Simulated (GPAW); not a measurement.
# Screening of a field by W2C(OH)2 MXene monolayer, part 2 of 3

Wanted: the out-of-plane polarisability of W2C(OH)2 MXene monolayer.

GPAW 26.7.0; GPAW, PAW setups; layer in a repeated cell with vacuum, relaxation of atoms and in-plane cell (the session's first sound run).

So far, dipole along the normal (e·Å): step 2 (relaxing the atoms) -4.8e-5; step 3 (the slab's potential) -5.6e-4.

### 4. Field on

Level of this step: GPAW, PAW setups; slab in vacuum (GPAW).

A uniform field along the normal polarises the slab; the atoms stay fixed, so this is the electronic response alone.

Input file run.py:

```python
import json
import numpy as np
from ase import Atoms
from gpaw import GPAW, PW
from gpaw.external import ConstantElectricField

slab = Atoms(
    ['H', 'O', 'W', 'C', 'W', 'O', 'H'],
    positions=[
        [-0.00000, 1.89730, 9.00000],
        [-0.00000, 1.89730, 9.97852],
        [1.64310, 0.94865, 11.29956],
        [-0.00000, 0.00000, 12.24418],
        [-0.00000, 1.89730, 13.18880],
        [1.64310, 0.94865, 14.50984],
        [1.64310, 0.94865, 15.48836]],
    cell=[[3.28621, -0.0, 0.0], [-1.6431, 2.84594, 0.0], [0.0, 0.0, 24.4884]],
    pbc=[True, True, False])

slab.calc = GPAW(mode=PW(500), xc='PBE', kpts={'size': (12, 12, 1), 'gamma': True},
                 occupations={'name': 'fermi-dirac', 'width': 0.05}, nbands='160%',
                 convergence={'density': 1e-05}, maxiter=200,
                 poissonsolver={'dipolelayer': 'xy'},
                 external=ConstantElectricField(-0.2, [0, 0, 1]),
                 symmetry={'tolerance': 1e-3}, txt='slab.txt')
result = {}
energy = slab.get_potential_energy()
fermi = slab.calc.get_fermi_level()
v = slab.calc.get_electrostatic_potential().mean((0, 1)) - fermi
n = slab.calc.get_pseudo_density().mean((0, 1))
L = slab.cell[2, 2]
z = np.arange(len(v)) * L / len(v)
low, high = slab.positions[:, 2].min(), slab.positions[:, 2].max()
below, above = np.interp([low - 6.8, high + 6.8], z, v)
slopes = [np.interp(x, z, np.gradient(v, z)) for x in (low - 6.8, high + 6.8)]
eps = np.array([[slab.calc.get_eigenvalues(k, s) for k in range(len(slab.calc.get_ibz_k_points()))]
                for s in range(slab.calc.get_number_of_spins())]) - fermi
top, bottom = eps[eps < 0].max(), eps[eps > 0].min()
dipole = slab.get_dipole_moment()[2]
print(f'energy {energy:.4f} eV, Fermi level {fermi:.4f} eV, dipole {dipole:.5f} e A')
print(f'potential 6.8 A off the faces, from the Fermi level: lower {below:.4f} eV, upper {above:.4f} eV')
print(f'slope of the potential there: lower {slopes[0]:.5f}, upper {slopes[1]:.5f} eV/A')
print(f'nearest levels on the mesh: {top:.4f} and {bottom:.4f} eV')
print('magnetic moment', round(slab.get_magnetic_moment(), 3))
result.update(energy=energy, fermi=fermi, dipole=dipole, below=below, above=above, slopes=slopes, edges=[top, bottom],
              z=z.tolist(), v=v.tolist(), n=n.tolist(), positions=slab.positions.tolist(),
              forces=slab.get_forces(apply_constraint=False).tolist(), moments=slab.get_magnetic_moments().tolist())
json.dump(result, open('result.json', 'w'))
```

Started as:

```sh
OMP_NUM_THREADS=1 OPENBLAS_NUM_THREADS=1 python run.py
```

What it wrote:

```text
energy -51.8431 eV, Fermi level 1.5668 eV, dipole -0.12535 e A
potential 6.8 A off the faces, from the Fermi level: lower 1.0087 eV, upper 3.4331 eV
slope of the potential there: lower 0.00018, upper 0.00127 eV/A
nearest levels on the mesh: -0.0355 and 0.0153 eV
magnetic moment 0.0
```

The job ended after 3.5 min (1 thread of Intel Xeon 6975P-C (Granite Rapids), shared host; peak memory 0.7 GiB).

This step gave:

```yaml
dipole_along_the_normal: -0.1253 e·Å
levels_nearest_the_fermi_level_on_the_mesh: -0.03554, 0.01531 eV from the Fermi level
potential_below_the_slab_the_applied_field_s_own_ramp_left_out: 1.009 eV from the Fermi level
potential_above_the_slab_the_applied_field_s_own_ramp_left_out: 3.433 eV from the Fermi level
```

The electrostatic potential energy of an electron (without an applied field's), less the Fermi level, planar mean oscillates, so the rows of the table below give means over windows of 1 Å about each position, cut where the curve ends. Its maxima inside the range that stand out by 2 % of the span (Å: eV): 9.3: -0.900, 10.4: -6.85, 12.0: -15.0, 12.5: -14.9, 14.1: -6.09, 15.2: 0.375, 24.0: 3.43. Its minima: 9.0: -1.81, 10.0: -10.2, 11.3: -23.7, 12.2: -16.3, 13.2: -23.3, 14.4: -9.32, 15.5: -0.400.

Table of electrostatic potential energy of an electron (without an applied field's), less the Fermi level, planar mean by z; means over each step:

```
z (Å)  electrostatic potential energy of an electron (without an applied field's), less the Fermi level, planar mean (eV)
    0                                                                                                                1.47
    1                                                                                                                1.01
    2                                                                                                                1.01
    3                                                                                                                1.01
    4                                                                                                                1.01
    5                                                                                                                1.00
    6                                                                                                               0.974
    7                                                                                                               0.862
    8                                                                                                               0.390
    9                                                                                                               -1.17
   10                                                                                                               -7.18
   11                                                                                                               -17.3
   12                                                                                                               -16.6
   13                                                                                                               -19.6
   14                                                                                                               -9.43
   15                                                                                                               -2.46
   16                                                                                                                1.25
   17                                                                                                                2.76
   18                                                                                                                3.21
   19                                                                                                                3.36
   20                                                                                                                3.41
   21                                                                                                                3.43
   22                                                                                                                3.43
   23                                                                                                                3.43
   24                                                                                                                3.29
```

Force by atom:

```
atom  x (eV/Å)  y (eV/Å)  z (eV/Å)   size
  H1     0.000     0.000    -0.065  0.065
  O2     0.000     0.000     0.015  0.015
  W3     0.000     0.000     0.036  0.036
  C4     0.000     0.000    -0.006  0.006
  W5     0.000     0.000     0.022  0.022
  O6     0.000     0.000    -0.119  0.119
  H7     0.000     0.000     0.118  0.118
```

The dipole is now -0.125 e Å, against -5.6e-4 in the run without a field.

### 5. In a field

run.py, as its differences from that of step 4:

```diff
@@ -23,3 +23,3 @@
                  poissonsolver={'dipolelayer': 'xy'},
-                 external=ConstantElectricField(-0.2, [0, 0, 1]),
+                 external=ConstantElectricField(-0.1, [0, 0, 1]),
                  symmetry={'tolerance': 1e-3}, txt='slab.txt')
```

What it wrote:

```text
energy -51.8337 eV, Fermi level 1.5878 eV, dipole -0.06250 e A
potential 6.8 A off the faces, from the Fermi level: lower 1.5759 eV, upper 2.7849 eV
slope of the potential there: lower 0.00014, upper 0.00038 eV/A
nearest levels on the mesh: -0.0348 and 0.0156 eV
magnetic moment 0.0
```

Wall time 3.5 min (1 thread); peak memory 0.7 GiB.

This step gave:

```yaml
dipole_along_the_normal: -0.06250 e·Å
levels_nearest_the_fermi_level_on_the_mesh: -0.03481, 0.01562 eV from the Fermi level
potential_below_the_slab_the_applied_field_s_own_ramp_left_out: 1.576 eV from the Fermi level
potential_above_the_slab_the_applied_field_s_own_ramp_left_out: 2.785 eV from the Fermi level
```

The electrostatic potential energy of an electron (without an applied field's), less the Fermi level, planar mean oscillates, so the rows of the table below give means over windows of 1 Å about each position, cut where the curve ends. Its maxima inside the range that stand out by 2 % of the span (Å: eV): 9.3: -0.580, 10.4: -6.66, 12.0: -15.0, 12.5: -14.9, 14.1: -6.28, 15.2: 0.0590. Its minima: 9.0: -1.46, 10.0: -10.0, 11.3: -23.6, 12.2: -16.3, 13.2: -23.4, 14.4: -9.55, 15.5: -0.751.

The electrostatic potential energy of an electron (without an applied field's), less the Fermi level, planar mean by z; means over each step:

z (Å), electrostatic potential energy of an electron (without an applied field's), less the Fermi level, planar mean (eV) and a bar from the least value:
```
        0        1.8 #############################
        1        1.6 ############################
        2        1.6 ############################
        3        1.6 ############################
        4        1.6 ############################
        5        1.6 ############################
        6        1.5 ############################
        7        1.4 ############################
        8        0.9 ###########################
        9       -0.8 #########################
       10       -6.9 #################
       11      -17.2 ###
       12      -16.6 ####
       13      -19.7 
       14       -9.6 #############
       15       -2.8 #######################
       16        0.8 ###########################
       17        2.2 #############################
       18        2.6 ##############################
       19        2.7 ##############################
       20        2.8 ##############################
       21        2.8 ##############################
       22        2.8 ##############################
       23        2.8 ##############################
       24        2.7 ##############################
```

Force by atom:

```
atom  x (eV/Å)  y (eV/Å)  z (eV/Å)   size
  H1     0.000     0.000    -0.080  0.080
  O2     0.000     0.000     0.044  0.044
  W3     0.000     0.000     0.021  0.021
  C4     0.000     0.000    -0.003  0.003
  W5     0.000     0.000     0.009  0.009
  O6     0.000     0.000    -0.096  0.096
  H7     0.000     0.000     0.107  0.107
```

The dipole is now -0.0625 e Å, against -5.6e-4 in the run without a field.

### 6. Field on

run.py, as its differences from that of step 5:

```diff
@@ -23,3 +23,3 @@
                  poissonsolver={'dipolelayer': 'xy'},
-                 external=ConstantElectricField(-0.1, [0, 0, 1]),
+                 external=ConstantElectricField(-0.05, [0, 0, 1]),
                  symmetry={'tolerance': 1e-3}, txt='slab.txt')
```

What it wrote:

```text
energy -51.8313 eV, Fermi level 1.5931 eV, dipole -0.03125 e A
potential 6.8 A off the faces, from the Fermi level: lower 1.8681 eV, upper 2.4727 eV
slope of the potential there: lower 0.00008, upper 0.00015 eV/A
nearest levels on the mesh: -0.0347 and 0.0158 eV
magnetic moment 0.0
```

Run time: 3.8 min. Hardware: 1 thread; peak memory 0.7 GiB.

The electrostatic potential energy of an electron (without an applied field's), less the Fermi level, planar mean oscillates, so the rows of the table below give means over windows of 1 Å about each position, cut where the curve ends. Its maxima inside the range that stand out by 2 % of the span (Å: eV): 9.3: -0.420, 10.4: -6.56, 12.0: -14.9, 12.5: -14.9, 14.1: -6.37, 15.2: -0.100. Its minima: 9.0: -1.28, 10.0: -9.89, 11.3: -23.5, 12.2: -16.3, 13.2: -23.4, 14.4: -9.66, 15.5: -0.927.

Electrostatic potential energy of an electron (without an applied field's), less the Fermi level, planar mean against z; means over each step:

```
z (Å)  electrostatic potential energy of an electron (without an applied field's), less the Fermi level, planar mean (eV)
    0                                                                                                                1.98
    1                                                                                                                1.87
    2                                                                                                                1.87
    3                                                                                                                1.87
    4                                                                                                                1.86
    5                                                                                                                1.85
    6                                                                                                                1.81
    7                                                                                                                1.66
    8                                                                                                                1.08
    9                                                                                                              -0.635
   10                                                                                                               -6.83
   11                                                                                                               -17.1
   12                                                                                                               -16.6
   13                                                                                                               -19.8
   14                                                                                                               -9.70
   15                                                                                                               -2.90
   16                                                                                                               0.625
   17                                                                                                                1.99
   18                                                                                                                2.33
   19                                                                                                                2.43
   20                                                                                                                2.46
   21                                                                                                                2.47
   22                                                                                                                2.47
   23                                                                                                                2.47
   24                                                                                                                2.44
```

### 7. Field on

run.py, as its differences from that of step 6:

```diff
@@ -23,3 +23,3 @@
                  poissonsolver={'dipolelayer': 'xy'},
-                 external=ConstantElectricField(-0.05, [0, 0, 1]),
+                 external=ConstantElectricField(0.05, [0, 0, 1]),
                  symmetry={'tolerance': 1e-3}, txt='slab.txt')
```

What it wrote:

```text
energy -51.8313 eV, Fermi level 1.5931 eV, dipole 0.03125 e A
potential 6.8 A off the faces, from the Fermi level: lower 2.4727 eV, upper 1.8681 eV
slope of the potential there: lower -0.00016, upper -0.00008 eV/A
nearest levels on the mesh: -0.0347 and 0.0158 eV
magnetic moment 0.0
```

It took 3.8 min on 1 thread; peak memory 0.7 GiB.

### 8. In a field

run.py, as its differences from that of step 7:

```diff
@@ -23,3 +23,3 @@
                  poissonsolver={'dipolelayer': 'xy'},
-                 external=ConstantElectricField(0.05, [0, 0, 1]),
+                 external=ConstantElectricField(0.1, [0, 0, 1]),
                  symmetry={'tolerance': 1e-3}, txt='slab.txt')
```

What it wrote:

```text
energy -51.8337 eV, Fermi level 1.5878 eV, dipole 0.06250 e A
potential 6.8 A off the faces, from the Fermi level: lower 2.7849 eV, upper 1.5759 eV
slope of the potential there: lower -0.00038, upper -0.00014 eV/A
nearest levels on the mesh: -0.0348 and 0.0156 eV
magnetic moment 0.0
```

Elapsed: 3.4 min, on 1 thread; peak memory 0.7 GiB.

The dipole is now 0.0625 e Å, against -5.6e-4 in the run without a field.

[end of part 2 of 3]

[Logs are printed without paths, hosts, clocks, repeated set-up lines and the standing remarks that a program may print on its own settings, such as how far it seeks lower states.]

[Hosts, paths, dates, database ids (printed as entryN), source tags and the programs' standing remarks are cut or masked in the printed files.]
